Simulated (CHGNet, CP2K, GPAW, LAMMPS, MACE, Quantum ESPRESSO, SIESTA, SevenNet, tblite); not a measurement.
# Amorphous Si (114 atoms) in GPAW, part 2 of 2

How do the settings of GPAW change the result for amorphous Si (114 atoms)? A plane-wave run serves as the yardstick.

Program: GPAW 26.7.0; the method stands at each step. Banners, paths, timers and routine set-up lines are dropped from the logs unmarked, and long logs keep their key lines alone; longer cuts are marked.

So far. Step 3 (PBE, LCAO dzp, h 0.22 Å): Against the first run (5.7 %), the force difference from the reference is 5.6 %, at 0.71 times the CPU time: the change moves forces by 3.0 meV/Å r.m.s., so most of the difference comes from elsewhere. Step 4 (PBE, LCAO szp(dzp), h 0.2 Å): Against the first run (5.7 %), the force difference from the reference is 18 %, at 0.67 times the CPU time (on 1 against 2 cores), with 1026 basis functions against 1482: the smaller basis costs accuracy.

## (5) PBE, LCAO dzp, h 0.2 Å, other mixer settings

Method: Kohn-Sham DFT, PBE, PAW, atomic orbitals (dzp).

Contents of run.py:

```python
import numpy as np
from ase.io import read
from gpaw import GPAW, FermiDirac, Mixer
from ase.parallel import parprint as print

atoms = read("structure.xyz")
atoms.calc = GPAW(
    mode="lcao",
    basis="dzp",
    h=0.2,
    xc="PBE",
    kpts={"size": (1, 1, 1), "gamma": True},
    occupations=FermiDirac(0.05),
    mixer=Mixer(0.03, 7, 100),
    maxiter=200,
    symmetry={"point_group": False},
    txt="gpaw.txt",
)
energy = atoms.get_potential_energy(force_consistent=True)
forces = atoms.get_forces()
print(f"energy {energy:.6f} eV")
print("forces (eV/A)")
for i, (a, f) in enumerate(zip(atoms, forces)):
    print(f"{i:4d} {a.symbol:2s} {f[0]:10.5f} {f[1]:10.5f} {f[2]:10.5f}")
print(f"Fermi level {atoms.calc.get_fermi_level():.4f} eV")
for k in range(len(atoms.calc.get_ibz_k_points())):
    for s in range(atoms.calc.get_number_of_spins()):
        e = atoms.calc.get_eigenvalues(kpt=k, spin=s)
        n = np.searchsorted(e, atoms.calc.get_fermi_level())
        print(f"k {k} spin {s} levels about the Fermi level:", np.round(e[max(n - 6, 0):n], 4).tolist(), "|", np.round(e[n:n + 6], 4).tolist())
```

Contents of structure.xyz:

```xyz
114
Lattice="13.28010 0.00000 0.00000 0.00000 13.28010 0.00000 0.00000 0.00000 13.28010" Properties=species:S:1:pos:R:3 pbc="T T T"
[... 114 atom lines left out: the same atoms as in the first run ...]
```

On the command line:

```
$ OMP_NUM_THREADS=1 mpirun -np 2 gpaw python run.py > output.txt
```

Log:

```text
energy -575.288313 eV
forces (eV/A)
   0 Si    0.21474    0.50419   -0.02182
   1 Si   -0.58885   -0.61472    0.44425
   2 Si    0.83128   -0.88987   -1.20010
   3 Si    0.50454    0.45072   -1.20174
   4 Si    1.11194   -0.64061   -0.79940
   5 Si   -0.01338   -1.05802   -0.31602
   6 Si   -0.60729   -0.03676   -1.49713
   7 Si    0.62978   -0.68056   -0.24609
   8 Si   -0.26599    0.96694    1.44241
   9 Si    1.41534   -0.61575   -0.90774
  10 Si    0.37344   -0.62760    0.26769
  11 Si   -3.95454    0.92210    0.71186
  12 Si    0.00628   -0.75940   -1.18892
  13 Si   -0.37220    1.17584   -0.33523
  14 Si    0.95545   -0.71103    0.07241
  15 Si   -1.61323    1.41908   -0.48763
  16 Si    0.24927    0.07728   -1.11691
  17 Si    0.02614    0.24404    0.22328
  18 Si    0.68322    0.76942    0.28598
  19 Si    0.50358    0.29435    0.12457
  20 Si    0.37346   -0.22273   -0.63863
  21 Si   -0.52152    1.38175    0.71564
  22 Si   -0.55315    0.13842    0.40432
  23 Si    0.47740    0.47534    0.24105
[...]
106 Si    0.05121    1.27937    0.07896
 107 Si    0.76092    0.83387   -0.03071
 108 Si   -0.00772   -0.01966    0.85479
 109 Si    0.06321   -0.34290   -1.00170
 110 Si   -0.69929   -0.10845    0.55555
 111 Si    0.43204    1.50808    0.59264
 112 Si   -1.17217    0.46462   -0.86702
 113 Si   -0.00019    0.07287    0.67751
Fermi level 5.2505 eV
k 0 spin 0 levels about the Fermi level: [4.7003, 4.7886, 4.8342, 4.974, 5.1206, 5.1959] | [5.2891, 5.489, 5.6244, 5.6789, 5.7688, 5.8331]
```

gpaw.txt:

```text
Input parameters:
  mode=LCAO(),
  basis={'default': 'dzp'},
  h=0.2,
  kpts=MonkhorstPack(size=(1, 1, 1), gamma=True),
  maxiter=200,
  mixer=Pulay(name='pulay', nmaxold=7, beta=0.03, weight=100, sigma=0.015, g_ss=None),
  occupations=Occupations(name='fermi-dirac', width=0.05, fixmagmom=False),
  symmetry=Symmetry(point_group=False),
  xc=XC(name='PBE')
Unit cell  # Å
[... lines left out ...]
  Fermi-Dirac:
[... lines left out ...]
convergence criteria:
- Maximum [total energy] change in last 3 cyles: 0.0005 eV / valence electron
[... lines left out ...]
Converged in 24 steps
[... lines left out ...]
  Coulomb:        -602.382378
  Zero:             -1.539272
  External:          0.000000
  Xc:             -675.689238
  Entropy:          -0.152415
  Spinorbit:         0.000000
  ----------------------------
  Free energy:    -575.288313
  Extrapolated:   -575.212105
dipole moment: (84.540218, -23.210091, 0.872610)  # |e|*Ang
Fermi level: 5.250
Eigenvalues  # (at kpt = [0.000, 0.000, 0.000])
| band index |      eig [eV] | occ [0-2] |
|------------|---------------|-----------|
|          0 |        -7.057 |     2.000 |
|        ... |               |           |
|        220 |         4.535 |     2.000 |
|        221 |         4.588 |     2.000 |
[...]
|        235 |         6.034 |     0.000 |
|        ... |               |           |
|        277 |         7.648 |     0.000 |
Gap: 0.093 eV
Transition (v -> c):
  (s=0, k=0, n=227, [0.00, 0.00, 0.00]) -> (s=0, k=0, n=228, [0.00, 0.00, 0.00])
No difference between direct/indirect transitions
Force computation time: 42.918  # s
```

Run time: 8.2 min. Hardware: 2 MPI ranks of Arm Neoverse V1, shared host; peak memory 2.8 GiB.

Compared with the plane-wave run:

* r.m.s. force component: 0.8491 eV/Å
* r.m.s. difference of force components: 45.92 meV/Å
* longest difference of force vectors: 168.4 meV/Å
* force difference over r.m.s. force: 5.649 %
* slope of forces against the reference's: 1.044
* correlation of force components: 0.9994
* energy less the same-level run's: 0 meV/atom
* r.m.s. force difference from the same-level run: 0.805 meV/Å

Against the first run (5.7 %), the force difference from the reference is 5.6 %, at 1.3 times the CPU time: another solver or mixer reaches the same state.

## (6) PBE, LCAO sz(dzp), h 0.2 Å

Method: Kohn-Sham DFT, PBE, PAW, atomic orbitals (sz(dzp)).

run.py: that of step 5 with these lines changed.

```diff
@@ -2,4 +2,3 @@
 from ase.io import read
-from gpaw import GPAW, FermiDirac, Mixer
-from ase.parallel import parprint as print
+from gpaw import GPAW, FermiDirac
 
@@ -8,3 +7,3 @@
     mode="lcao",
-    basis="dzp",
+    basis="sz(dzp)",
     h=0.2,
@@ -13,3 +12,2 @@
     occupations=FermiDirac(0.05),
-    mixer=Mixer(0.03, 7, 100),
     maxiter=200,
```

structure.xyz is that of step 5.

On the command line:

```
$ OMP_NUM_THREADS=1 python run.py > output.txt
```

Log:

```text
energy -494.840470 eV
forces (eV/A)
   0 Si    0.35740    0.83073   -0.17529
   1 Si   -0.50833   -0.59687    0.66357
   2 Si    1.07412   -1.32714   -1.76099
   3 Si    1.06925    0.62391   -1.30251
   4 Si    1.56898   -0.86441   -1.04168
   5 Si    0.09132   -1.36471   -0.51288
[...]
111 Si    0.50464    2.12763    0.48083
 112 Si   -1.48320    0.57950   -1.06935
 113 Si    0.08963    0.09858    1.04846
Fermi level 5.5190 eV
k 0 spin 0 levels about the Fermi level: [4.6993, 4.8212, 4.8841, 5.1747, 5.3511, 5.4035] | [5.6172, 5.8378, 5.9705, 6.1615, 6.2142, 6.3503]
```

gpaw.txt:

```text
Input parameters:
  mode=LCAO(),
  basis={'default': 'sz(dzp)'},
  h=0.2,
  kpts=MonkhorstPack(size=(1, 1, 1), gamma=True),
  maxiter=200,
  occupations=Occupations(name='fermi-dirac', width=0.05, fixmagmom=False),
[... lines left out ...]
  Fermi-Dirac:
[... lines left out ...]
convergence criteria:
- Maximum [total energy] change in last 3 cyles: 0.0005 eV / valence electron
[... lines left out ...]
Converged in 15 steps
[... lines left out ...]
  Free energy:    -494.840470
[... lines left out ...]
Fermi level: 5.519
[... lines left out ...]
|        ... |               |           |
|        277 |         8.601 |     0.000 |
Gap: 0.214 eV
Transition (v -> c):
  (s=0, k=0, n=227, [0.00, 0.00, 0.00]) -> (s=0, k=0, n=228, [0.00, 0.00, 0.00])
No difference between direct/indirect transitions
Force computation time: 12.722  # s
timing:  # [seconds]
  Total:  125.272  # ━━━━━━━━━━━━━━━━━━━━━━━━━━━━━━━━━━━━━━━━━━━━━━━━━━━━━━━━
  Init:    12.895  # ━━━━━━
  SCF:     99.617  # ━━━━━━━━━━━━━━━━━━━━━━━━━━━━━━━━━━━━━━━━━━━━╸
  Forces:  12.722  # ━━━━━╸
```

The job ended after 2.1 min (1 thread; peak memory 1.9 GiB).

Compared with the plane-wave run:

```yaml
r_m_s_force_component: 1.127 eV/Å
r_m_s_difference_of_force_components: 372.3 meV/Å
longest_difference_of_force_vectors: 1263 meV/Å
force_difference_over_r_m_s_force: 45.8 %
slope_of_forces_against_the_reference_s: 1.357
correlation_of_force_components: 0.9784
```

This is a coarse setting, run to see what it loses.

Against the first run (5.7 %), the force difference from the reference is 46 %, at 0.17 times the CPU time (on 1 against 2 cores), with 456 basis functions against 1482: the smaller basis costs accuracy.

## (7) All runs compared

Differences are against the plane-wave reference, forces as r.m.s. over components; share is that over the reference's r.m.s. force, slope the least-squares factor from reference forces to these. Total energies of different programs have different zeros and aren't compared.

```csv
run,"Δ force, r.m.s. (meV/Å)",share (%),slope,cores,CPU time,memory (GiB)
reference,-,-,-,4,24 min,9.2
"GPAW PBE, LCAO dzp, h 0.2 Å",46.1,5.67,1.044,2,13 min,2.9
"GPAW PBE, LCAO dzp, h 0.22 Å (coarse)",45.9,5.65,1.044,2,8.9 min,2.1
"GPAW PBE, LCAO szp(dzp), h 0.2 Å (coarse)",144,17.7,1.111,1,8.4 min,2.5
"GPAW PBE, LCAO dzp, h 0.2 Å, other mixer settings",45.9,5.65,1.044,2,16 min,2.8
"GPAW PBE, LCAO sz(dzp), h 0.2 Å (coarse)",372,45.8,1.357,1,2.1 min,1.9
```

Rows marked coarse were listed beforehand as settings not expected to be converged; some can still land near the reference.

CPU time is summed over cores on a shared host, where runs went side by side, so it is rough. Symmetry, cutoffs, thresholds, outputs and thread counts weren't matched or tuned between programs; memory under MPI is the largest rank's times the ranks.

Within one program, basis, potentials and functional, energies share a zero. Each run against its twin at the usual cutoff or grid and solver:

```csv
run,twin,Δ energy (meV/atom),"Δ force, r.m.s. (meV/Å)",CPU time over the twin's
"GPAW PBE, LCAO dzp, h 0.22 Å","LCAO dzp, h 0.2 Å",2.29,2.96,0.71
"GPAW PBE, LCAO dzp, h 0.2 Å, other mixer settings","LCAO dzp, h 0.2 Å",0,0.805,1.3
```

## (8) What came out

```
nearest in forces : a tie at 5.6 % of 2 runs: GPAW PBE, LCAO dzp, h 0.22 Å (coarse); GPAW PBE, LCAO dzp, h 0.2 Å, other mixer settings
```

**Reading.** The PBE runs in local orbitals, coarse settings apart, differ by 5.6 % (GPAW PBE, LCAO dzp, h 0.2 Å, other mixer settings) to 5.7 % (GPAW PBE, LCAO dzp, h 0.2 Å); basis, grid and potentials can all enter. Runs with settings chosen to be coarse differ by 5.6 % (GPAW PBE, LCAO dzp, h 0.22 Å) to 46 % (GPAW PBE, LCAO sz(dzp), h 0.2 Å), their programs' other errors included. Of the electronic-structure runs that take under half the reference's CPU time, GPAW PBE, LCAO dzp, h 0.22 Å comes nearest, at 5.6 % in 8.9 min against 24 min. GPAW PBE, LCAO sz(dzp), h 0.2 Å stiffens the forces by a factor of 1.36 while following their directions (correlation 0.978); the slopes of the 5 GPAW runs lie between 1.04 and 1.36. The quench rate of 10 K/ps is many orders above laboratory rates, so the cell is likely richer in defects and strain than a real sample. The network of bonds at the start is that of the classical potential that made the cell, and needn't be the one that DFT or experiment would give. The electronic-structure runs sample only Γ, in a cell whose shortest periodic width is 13 Å, which is coarse for a cell with partly filled levels.

[Also dropped from logs without a mark: logging warnings of Python, and SIESTA's first energy breakdown and zero terms.]

[Logs are printed without paths, hosts, clocks, repeated set-up lines and the standing remarks that a program may print on its own settings, such as how far it seeks lower states.]

[Hosts, paths, dates, database ids (printed as entryN), source tags and the programs' standing remarks are cut or masked in the printed files.]
